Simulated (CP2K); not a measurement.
Two runs for the O K edge of 3-ethynylfuran. Run A: CP2K XAS_TDP, all-electron GAPW, PBEh(45%), aug-cc-pVDZ, TDA, no relativity. Run B differs in one setting.

First lines with a strength over 0.0015. A:

| atom | energy (eV) | states | strength, one atom |
| --- | --- | --- | --- |
| O6 (bonded to 2 C) | 530.60 | 1 | 0.0283 |
|  | 534.26 | 1 | 0.0123 |
|  | 534.29 | 1 | 0.0203 |
|  | 534.55 | 1 | 0.0087 |
|  | 534.70 | 1 | 0.0018 |

B:

| atom | energy (eV) | states | strength, one atom |
| --- | --- | --- | --- |
| O6 (bonded to 2 C) | 535.04 | 1 | 0.0280 |
|  | 538.70 | 1 | 0.0122 |
|  | 538.73 | 1 | 0.0202 |
|  | 538.99 | 1 | 0.0086 |
|  | 539.14 | 1 | 0.0018 |

Q: Which was it: the functional, scalar relativity switched on, GW2X switched on, the basis?

GW2X switched on. GW2X shifts an atom's lines together and keeps their spacings. Against PBEh(45%) in aug-cc-pVDZ, the leading line moves by +4.44 eV, to 535.04 eV.

[Hosts, paths, dates, database ids (printed as entryN), source tags and the programs' standing remarks are cut or masked in the printed files.]
